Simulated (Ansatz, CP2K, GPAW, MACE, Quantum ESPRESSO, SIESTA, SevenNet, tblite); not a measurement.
**(5,5) carbon nanotube bundle (80 atoms) in tblite**

Wanted: tblite inputs and outputs for (5,5) carbon nanotube bundle (80 atoms), checked against a plane-wave reference.

Calculated with tblite 0.8.0; the method is named at each step.

## (1) Set-up

The cell holds 80 atoms: 80 C. Cell: a = 10.081 Å, b = 10.081 Å, c = 9.840 Å, α = 90.0°, β = 90.0°, γ = 120.0°. It derives from C (graphene). Graphene sheet (a = 2.46 Å) rolled into a (5,5) tube of diameter 6.78 Å, 4 periods, hexagonal bundle with 3.3 Å between walls; not relaxed, displaced by a Gaussian of 0.02 Å. Then every atom was moved at random, 0.05 Å r.m.s. a Cartesian component. The structure's axis is c.

The yardstick, on the same geometry:

```
method                 : Kohn-Sham DFT, PBE, SSSP efficiency 1.3.0 pseudopotentials, plane waves (Quantum ESPRESSO 7.5); sssp-pbe-1.3.0-efficiency, cutoffs 45/360 Ry, Γ point
r.m.s. force component : 3.583 eV/Å
longest force          : 12.35 eV/Å
pressure               : 10.02 GPa
time                   : 2.4 min on 2 MPI ranks of Arm Neoverse V1, shared host
CPU time               : 4.9 min
```

## (2) GFN2-xTB

Method: GFN2-xTB tight binding, diagonalisation.

run.py

```python
import numpy as np
from ase.io import read
from tblite.ase import TBLite

atoms = read("structure.xyz")
atoms.calc = TBLite(method="GFN2-xTB", electronic_temperature=580, accuracy=1.0, max_iterations=250, mixer_damping=0.1, verbosity=1)
energy = atoms.get_potential_energy()
forces = atoms.get_forces()
print(f"energy {energy:.6f} eV")
print("forces (eV/A)")
for i, (a, f) in enumerate(zip(atoms, forces)):
    print(f"{i:4d} {a.symbol:2s} {f[0]:10.5f} {f[1]:10.5f} {f[2]:10.5f}")
stress = -atoms.get_stress(voigt=False) * 160.21766
print("stress (GPa, compression positive)")
for row in stress:
    print(" ".join(f"{x:10.4f}" for x in row))
print("charges (e)")
print(np.array2string(atoms.get_charges(), precision=4, suppress_small=True, max_line_width=110, threshold=100000))
```

structure.xyz

```xyz
80
Lattice="10.08135 0.00000 0.00000 -5.04067 8.73070 0.00000 0.00000 0.00000 9.84000" Properties=species:S:1:pos:R:3 pbc="T T T"
C 3.31692 0.68615 1.22331
C 3.14629 1.34313 9.80999
C 2.29079 2.56752 0.06957
C 1.68757 2.88017 1.19458
C 0.40164 3.39816 1.23020
C -0.39937 3.23795 2.51983
C 8.39454 2.87659 0.03414
C 7.78386 2.53409 1.15836
C 7.01355 1.33274 1.28186
C 6.77769 0.66545 2.50408
C 1.68974 7.96921 9.74662
C 1.89621 7.38216 1.25076
C 2.81245 6.19836 1.32594
C 3.27579 5.68517 2.43127
C 4.65320 5.46935 2.49621
C 5.33173 5.45704 1.19694
C 6.63514 5.80015 1.19999
C -2.77277 6.27598 2.41552
C -1.95512 7.39551 2.46551
C -1.68676 8.11632 1.24732
C 3.30603 0.72020 3.62565
C 3.19589 1.33859 2.42182
C 2.26306 2.52719 2.54807
C 1.64946 2.99769 3.75829
C 0.43748 3.32369 3.72385
C -0.24870 3.39188 4.85594
C 8.30960 2.96119 2.39388
C 7.82580 2.65090 3.74028
C 6.93930 1.40599 3.62988
C 6.69109 0.58758 4.96408
C 1.61247 8.07581 2.47791
C 1.94263 7.32270 3.69866
C 2.79254 6.11987 3.75908
C 3.33874 5.83350 4.99813
C 4.66243 5.37794 4.92581
C 5.34786 5.38789 3.62929
C 6.72895 5.74821 3.67189
C -2.65043 6.25354 5.00866
C -1.90890 7.31144 4.99045
C -1.65404 8.03085 3.75927
C 3.31606 0.64904 6.15915
C 3.04356 1.39586 4.89107
C 2.33061 2.48877 4.87542
C 1.68177 3.02274 6.10493
C 0.41102 3.37389 6.16289
C -0.46349 3.35599 7.45193
C -1.64961 2.90470 4.90298
C 7.76466 2.52143 6.09716
C 6.95215 1.27145 6.18867
C 6.74190 0.75905 7.39683
C 1.73289 8.03364 4.92964
C 1.98754 7.42144 6.11094
C 2.79460 6.31291 6.12510
C 3.38663 5.76715 7.34999
C 4.76888 5.34249 7.34851
C 5.28858 5.30774 6.17401
[... 20 atom lines left out ...]
C -3.29650 5.80836 8.58993
C -2.81365 6.24533 9.80920
C -1.88062 7.32602 9.78706
C -1.66957 8.06734 8.51760
```

Started as:

```console
OMP_NUM_THREADS=1 python run.py > output.txt
```

What it wrote:

```text
------------------------------------------------------------
  cycle        total energy    energy error   density error
------------------------------------------------------------
      1     -171.3839275642  -1.7521429E+02   1.5613721E-01
      2     -171.3966922335  -1.2764669E-02   1.4033631E-01
      3     -171.3512462723   4.5445961E-02   2.5094582E-02
      4     -171.4025200861  -5.1273814E-02   3.8849051E-03
      5     -171.4034886096  -9.6852351E-04   1.9275608E-03
      6     -171.4035837176  -9.5107992E-05   1.2757315E-03
      7     -171.4035856699  -1.9522998E-06   7.2234532E-04
      8     -171.4035912735  -5.6035701E-06   1.9046405E-04
      9     -171.4035932504  -1.9768697E-06   7.6969706E-05
     10     -171.4035934992  -2.4883806E-07   4.0355567E-05
     11     -171.4035935189  -1.9661201E-08   2.4548923E-05
     12     -171.4035935233  -4.4737192E-09   8.1066026E-06
------------------------------------------------------------
 total:                                   6.115 sec
energy -4664.129349 eV
forces (eV/A)
   0 C     0.77634    4.47954   -2.40713
   1 C    -0.86811    1.48646    0.90809
   2 C     1.49114   -2.84900   -6.38657
   3 C     0.57271    0.91170    6.30058
   4 C    -3.53586   -0.35397    1.59956
   5 C     2.89677    1.85858   -3.48734
   6 C     1.86570    2.28723   -3.36173
   7 C    -1.87743   -2.05690    4.12579
   8 C    -0.87448   -0.55615   -3.38584
   9 C    -0.20594    4.72777   -1.61460
  10 C     0.23631    0.23976    4.97870
  11 C     0.63898   -1.73972   -0.89032
  12 C    -4.42346    3.15775   -7.31048
  13 C     1.05974    0.07288    5.71557
  14 C     0.30129   -1.72821   -3.68096
  15 C    -0.15163   -0.68124    5.41849
  16 C     4.68137    2.70184    0.00229
  17 C    -2.44688   -2.72554    1.42639
  18 C     1.47030    0.87046    0.90745
  19 C    -0.47511   -8.13260   -1.83902
  20 C     0.94766   -1.50414    3.73749
  21 C    -2.94360    4.49555    1.71200
  22 C     0.65978   -0.83930   -3.58905
  23 C    10.63733   -3.98835   -3.42707
[...]
72 C     0.81116   -1.44804   -7.30084
  73 C     1.28161   -1.44536    9.81648
  74 C     0.36997   -0.32748   -9.11476
  75 C     1.05973   -0.65636    2.64312
  76 C    -2.03884   -0.96195   -0.62832
  77 C     1.06782    0.20530    1.16922
  78 C     0.14503    2.28345    2.00102
  79 C    -0.53347   -7.86776    5.18508
stress (GPa, compression positive)
    5.7992    -0.6967     1.4892
   -0.6967     9.1419    -0.3617
    1.4892    -0.3617     0.1235
charges (e)
[ 0.0207 -0.0146  0.0002  0.0122 -0.0108 -0.0173  0.0019  0.0123 -0.0123  0.0259  0.0012 -0.0172 -0.008
  0.01    0.0058  0.015  -0.0016 -0.0044  0.     -0.0003  0.0064 -0.0011 -0.0295  0.0191  0.0276 -0.009
  0.0048  0.0026 -0.0265 -0.0028  0.0072 -0.0193 -0.0086  0.013  -0.0022  0.0101 -0.0238  0.0048  0.0141
 -0.0134 -0.011   0.003   0.0089 -0.0028 -0.0068  0.0204  0.0102 -0.027   0.0077  0.0065  0.0203 -0.0019
  0.0035 -0.0252  0.0237  0.0071 -0.0199  0.0145  0.0152 -0.0063  0.0227 -0.0129 -0.0083 -0.0102 -0.0032
 -0.0099  0.0099  0.0043 -0.0038 -0.0031 -0.0121  0.0175  0.0089  0.0093  0.0027 -0.0192 -0.0092  0.0016
 -0.0274  0.0101]
```

It took 6.7 s on 1 thread of Arm Neoverse V1, shared host; peak memory 0.11 GiB.

Banners, paths, timers and routine set-up lines are dropped from the logs unmarked, and long logs keep their key lines alone; longer cuts are marked.

Against the reference:

```yaml
r_m_s_force_component: 3.458 eV/Å
r_m_s_difference_of_force_components: 224.7 meV/Å
longest_difference_of_force_vectors: 775.2 meV/Å
force_difference_over_r_m_s_force: 6.27 %
slope_of_forces_against_the_reference_s: 0.9638
correlation_of_force_components: 0.9986
pressure: 5.021 GPa
pressure_difference: -4.995 GPa
```

Local excerpt of 13 atoms (numbers count through the whole input) about C24, which bears the longest force; x, y, z are measured from there.

```
atom      x      y      z  distance (Å)  bonds  Mulliken charge (e)     Fx     Fy  Fz (eV/Å)
 C24   0.00   0.00   0.00          0.00      3                 0.02  10.64  -3.99      -3.43
 C25  -1.21   0.33  -0.03          1.26      3                 0.03  -9.15   2.31      -3.33
 C43   0.68  -0.51   1.12          1.40      3                 0.01  -3.77   5.12       3.17
 C23   0.61  -0.47  -1.21          1.44      3                -0.03   0.66  -0.84      -3.59
 C26  -1.90   0.39   1.10          2.23      3                -0.01  -3.77  -0.10       5.88
 C44   0.03   0.03   2.35          2.35      3                 0.00   4.74  -3.02       2.47
  C6  -2.05   0.24  -1.24          2.41      3                -0.02   2.90   1.86      -3.49
 C42   1.39  -1.60   1.13          2.41      3                 0.00   3.40  -4.66       0.50
  C4   0.04  -0.12  -2.56          2.57      3                 0.01   0.57   0.91       6.30
 C22   1.55  -1.66  -1.34          2.63      3                 0.00  -2.94   4.50       1.71
 C45  -1.24   0.38   2.40          2.73      3                -0.01  -5.39   0.93      -0.58
 C21   1.66  -2.28  -0.13          2.82      3                 0.01   0.95  -1.50       3.74
  C5  -1.25   0.40  -2.53          2.85      3                -0.01  -3.54  -0.35       1.60
```

Atoms are counted from 1 here, from 0 in the log.

Forces lie 6.3 % from the reference's, at 0.023 times its CPU time (on 1 against 2 cores).

## (3) GFN1-xTB

Method: GFN1-xTB tight binding, diagonalisation.

Changes to run.py since step 2:

```diff
@@ -5,3 +5,3 @@
 atoms = read("structure.xyz")
-atoms.calc = TBLite(method="GFN2-xTB", electronic_temperature=580, accuracy=1.0, max_iterations=250, mixer_damping=0.1, verbosity=1)
+atoms.calc = TBLite(method="GFN1-xTB", electronic_temperature=580, accuracy=1.0, max_iterations=250, mixer_damping=0.1, verbosity=1)
 energy = atoms.get_potential_energy()
```

structure.xyz is that of step 2.

What it wrote:

```text
------------------------------------------------------------
  cycle        total energy    energy error   density error
------------------------------------------------------------
      1     -169.0300430783  -1.7232564E+02   9.2161315E-01
      2     -169.0366306100  -6.5875317E-03   8.2931057E-01
      3     -169.0154237787   2.1206831E-02   3.7557668E-02
      4     -169.0406007676  -2.5176989E-02   1.1404441E-02
      5     -169.0417501198  -1.1493522E-03   4.3227329E-03
      6     -169.0421876740  -4.3755418E-04   9.6546438E-04
      7     -169.0422132569  -2.5582936E-05   3.1596267E-04
      8     -169.0422143541  -1.0972184E-06   1.5626413E-04
      9     -169.0422147990  -4.4488522E-07   3.9962227E-05
     10     -169.0422148260  -2.7025010E-08   1.7405351E-05
------------------------------------------------------------
 total:                                   1.184 sec
energy -4599.872962 eV
forces (eV/A)
   0 C     0.82660    4.45927   -2.44232
   1 C    -0.80562    1.56246    0.96025
   2 C     1.59359   -2.81414   -6.43695
   3 C     0.54936    0.96306    6.37028
   4 C    -3.54267   -0.25234    1.60348
   5 C     2.89050    1.85963   -3.58321
   6 C     1.92299    2.35663   -3.39016
   7 C    -2.00529   -2.04837    4.17041
   8 C    -0.92501   -0.53874   -3.45093
   9 C    -0.22252    4.80761   -1.65697
  10 C     0.13151    0.26602    5.06167
  11 C     0.61081   -1.83586   -0.89272
  12 C    -4.56746    3.21717   -7.38188
  13 C     1.05422   -0.07193    5.78982
  14 C     0.31204   -1.77051   -3.71370
  15 C    -0.14730   -0.71756    5.51673
  16 C     4.75747    2.63590   -0.00753
  17 C    -2.41469   -2.76977    1.46797
  18 C     1.50423    0.83344    0.93140
  19 C    -0.41517   -8.23345   -1.89192
  20 C     1.02850   -1.57569    3.78697
  21 C    -2.89388    4.65106    1.77577
  22 C     0.72777   -0.78719   -3.66045
  23 C    10.86608   -3.95723   -3.53518
[...]
72 C     0.77065   -1.53127   -7.41689
  73 C     1.27604   -1.53030    9.98040
  74 C     0.35603   -0.44922   -9.27558
  75 C     1.16597   -0.68573    2.65947
  76 C    -2.09285   -1.10691   -0.60433
  77 C     1.12981    0.20857    1.15612
  78 C     0.24982    2.22914    2.01698
  79 C    -0.42882   -8.01099    5.30330
stress (GPa, compression positive)
    7.9985    -0.7079     1.4877
   -0.7079    11.2919    -0.3702
    1.4877    -0.3702     4.1791
charges (e)
[ 0.0221 -0.0151 -0.0034  0.0151 -0.0136 -0.012   0.0051  0.0106 -0.0107  0.0274 -0.0035 -0.0152 -0.004
  0.0024  0.0097  0.0149 -0.0034 -0.0039  0.004  -0.001   0.0099 -0.0044 -0.0303  0.0168  0.0282 -0.0107
  0.0036  0.0026 -0.0281 -0.0038  0.0043 -0.0165 -0.0065  0.0117 -0.0037  0.0088 -0.026   0.0093  0.0144
 -0.0184 -0.0138  0.0048  0.0095 -0.0039 -0.0058  0.0231  0.0108 -0.0324  0.0124  0.0048  0.0202  0.0007
  0.0047 -0.0253  0.0248  0.0084 -0.0254  0.0129  0.0216 -0.0054  0.0243 -0.0127 -0.0087 -0.0083 -0.0042
 -0.0087  0.0065  0.0041 -0.0027 -0.0042 -0.0147  0.0225  0.005   0.0098  0.0017 -0.017  -0.0085  0.0054
 -0.0295  0.0065]
```

Wall time 1.8 s (1 thread); peak memory 0.11 GiB.

Numbers from this run, and their distance from the reference:

| Quantity | Value |
| --- | --- |
| r.m.s. force component | 3.507 eV/Å |
| r.m.s. difference of force components | 208.5 meV/Å |
| longest difference of force vectors | 796.5 meV/Å |
| force difference over r.m.s. force | 5.818 % |
| slope of forces against the reference's | 0.9773 |
| correlation of force components | 0.9985 |
| pressure | 7.823 GPa |
| pressure difference | -2.193 GPa |

Against the first run (6.3 %), the force difference from the reference is 5.8 %, at 0.27 times the CPU time.

## (4) All runs compared

Differences are against the plane-wave reference, forces as r.m.s. over components; share is that over the reference's r.m.s. force, slope the least-squares factor from reference forces to these. Total energies of different programs have different zeros and aren't compared.

```
            run  Δ force, r.m.s. (meV/Å)  share (%)  slope  Δ pressure (GPa)  cores  CPU time  memory (GiB)
      reference                        -          -      -                 -      2   4.9 min           1.8
tblite GFN2-xTB                      225       6.27  0.964             -4.99      1     6.7 s          0.11
tblite GFN1-xTB                      208       5.82  0.977             -2.19      1     1.8 s          0.11
```

CPU time is summed over cores on a shared host, where runs went side by side, so it is rough. Symmetry, cutoffs, thresholds, outputs and thread counts weren't matched or tuned between programs; memory under MPI is the largest rank's times the ranks.

## (5) Summary of results

| Quantity | Value |
| --- | --- |
| nearest in forces | tblite GFN1-xTB, 5.8 % |
| its CPU time | 1.8 s |

**Reading.** Tight binding differs by 5.8 % (tblite GFN1-xTB) to 6.3 % (tblite GFN2-xTB); it is another model, with fitted parameters of its own, and the xTB methods hold dispersion. Of the electronic-structure runs that take under half the reference's CPU time, tblite GFN1-xTB comes nearest, at 5.8 % in 1.8 s against 4.9 min; its pressure misses by -2.2 GPa. Periodic xTB results under one method name differ between programs and library versions. The reference's pressure holds the uncorrected Pulay stress of its 45 Ry basis, so small pressure differences, and their order, may be the reference's own error. The reference's stress is far from hydrostatic: its diagonal is 9.9, 14.4, 5.7 GPa, compression counted positive. The reference's pressure of 10 GPa belongs to a cell and atoms that aren't relaxed at this level. The electronic-structure runs sample only Γ, in a cell whose shortest periodic width is 9 Å.

[Also dropped from logs without a mark: logging warnings of Python, and SIESTA's first energy breakdown and zero terms.]

[Logs are printed without paths, hosts, clocks, repeated set-up lines and the standing remarks that a program may print on its own settings, such as how far it seeks lower states.]

[Hosts, paths, dates, database ids (printed as entryN), source tags and the programs' standing remarks are cut or masked in the printed files.]
